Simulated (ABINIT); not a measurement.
An input for ABINIT 10.8.3 (Ca2FeH6 (Fm-3m)):

```
acell 3*1.0 Angstrom
rprim 
  -0.000000000000 3.496077550000 3.496077550000
  3.496077550000 0.000000000000 3.496077550000
  3.496077550000 3.496077550000 -0.000000000000
ntypat 3
znucl 20 26 1
natom 9
typat 1 1 2 3 3 3 3 3 3
xred 
  0.250000000000 0.250000000000 0.250000000000
  0.750000000000 0.750000000000 0.750000000000
  0.000000000000 0.000000000000 0.000000000000
  0.771967350000 0.228032650000 0.228032650000
  0.228032650000 0.771967350000 0.771967350000
  0.228032650000 0.771967350000 0.228032650000
  0.771967350000 0.228032650000 0.771967350000
  0.228032650000 0.228032650000 0.771967350000
  0.771967350000 0.771967350000 0.228032650000
pp_dirpath "pseudos"
pseudos "Ca.upf, Fe.upf, H.upf"
ecut 39
iscf -2
irdden 1
kptopt 0
nkpt 26
kpt 
  0.00000000 0.00000000 0.00000000
  0.12500000 0.00000000 0.12500000
  0.25000000 0.00000000 0.25000000
  0.37500000 0.00000000 0.37500000
  0.50000000 0.00000000 0.50000000
  0.53125000 0.06250000 0.53125000
  0.56250000 0.12500000 0.56250000
  0.59375000 0.18750000 0.59375000
  0.62500000 0.25000000 0.62500000
  0.37500000 0.37500000 0.75000000
  0.28125000 0.28125000 0.56250000
  0.18750000 0.18750000 0.37500000
  0.09375000 0.09375000 0.18750000
  0.00000000 0.00000000 0.00000000
  0.12500000 0.12500000 0.12500000
  0.25000000 0.25000000 0.25000000
  0.37500000 0.37500000 0.37500000
  0.50000000 0.50000000 0.50000000
  0.50000000 0.43750000 0.56250000
  0.50000000 0.37500000 0.62500000
  0.50000000 0.31250000 0.68750000
  0.50000000 0.25000000 0.75000000
  0.50000000 0.18750000 0.68750000
  0.50000000 0.12500000 0.62500000
  0.50000000 0.06250000 0.56250000
  0.50000000 0.00000000 0.50000000
istwfk *1
nband 28
nbdbuf 2
tolwfr 1e-08
nstep 40
prtwf 0
prtvol 0
indata_prefix "in"
outdata_prefix "out"
tmpdata_prefix "tmp"
```

```sh
OMP_NUM_THREADS=1 mpirun -n 4 abinit run.abi > log
```

Q: Estimate wall time and host memory on 4 MPI ranks of Intel Xeon Platinum 8375C at 2.90GHz (Ice Lake), shared host.

It took 59 s; on shared hardware allow 30 s to 2 min. Peak host memory was 0.4 GiB.

[Paths, hosts, dates, memory and timing lines, banners, echoed tables and standing remarks are left out of the program output.]

[Logs are printed without paths, hosts, clocks, repeated set-up lines and the standing remarks that a program may print on its own settings, such as how far it seeks lower states.]

[Runs of the session that timed out or met a known fault of the program may be left out.]

[Hosts, paths, dates, database ids (printed as entryN), source tags and the programs' standing remarks are cut or masked in the printed files.]

[G0W0 gaps are taken among the corrected bands and points alone; a level outside them can change the order at an edge.]

[Where Ansatz stands beside ABINIT at settings called matched, ABINIT's density can come from a denser mesh and the files from another edition; pairs whose starting gaps differed by over 0.03 eV were left out, so agreement reads better than it is.]
